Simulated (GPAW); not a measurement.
AlN (P6_3mc): how ε∞ follows the gap

The empty bands of AlN (P6_3mc) are shifted up rigidly by Δ, and ε∞ along x is computed for each shift. x, y and z are the Cartesian axes of the input cell.

Cell: a, b, c = 3.113, 3.113, 4.981 Å (primitive vectors), 4 atoms.

Method: GPAW 26.7.0, LDA, RPA, k-mesh 12×12×6, local fields up to 50 eV, Lorentzian half width 0.15 eV.

Launch of the response step: `OMP_NUM_THREADS=1 python df.py`. The series took 3.9 min in all, its band step included, on 1 thread of Arm Neoverse V1 (shared host).

| Δ (eV) | ε∞ along x |
| --- | --- |
| 0.00 | 4.358 |
| 0.40 | 4.217 |
| 0.80 | 4.088 |
| 1.20 | ? |
| 1.60 | 3.860 |
| 2.00 | 3.760 |

With one effective transition at E₀ and fixed dipole strength, ε∞ − 1 = A/(E₀ + Δ), so 1/(ε∞ − 1) is linear in Δ.

Working, on the rows shown:

| x = Δ (eV) | y = 1/(ε∞ − 1) |
| --- | --- |
| 0 | 0.297796 |
| 0.4 | 0.310849 |
| 0.8 | 0.323834 |
| 1.6 | 0.34965 |
| 2 | 0.362319 |

Means: x̄ = 0.96, ȳ = 0.32889. Σ(x − x̄)(y − ȳ) = 0.08881, Σ(x − x̄)² = 2.752. Slope = 0.08881 / 2.752 = 0.03227; intercept = ȳ − slope · x̄ = 0.29791. Turned back into ε∞ along x, the line misses the rows shown by at most 0.0013.

**Question.** Fill in the last column of the withheld row.

**Answer.** At x = 1.2 the line gives y = 0.33664, that is 3.971. The run gave 3.969, so the interpolation is off by 0.0016, 0.3 % of the range in the table.

Refitted with all rows, the slope is 0.03229 and the intercept 0.29792. These give E₀ = intercept/slope = 9.2 eV, far above the least direct gap of 4.18 eV: most of the screening comes from transitions well over the edge. Over the first step ε∞ falls by 8 % per eV. The cell comes from an older database entry, whose edges can be off by a per cent or so. Excitons are left out; LDA gaps are as a rule too small. The values come from a sum over the points of one k-mesh and carry its error, which grows as the direct gap shrinks.
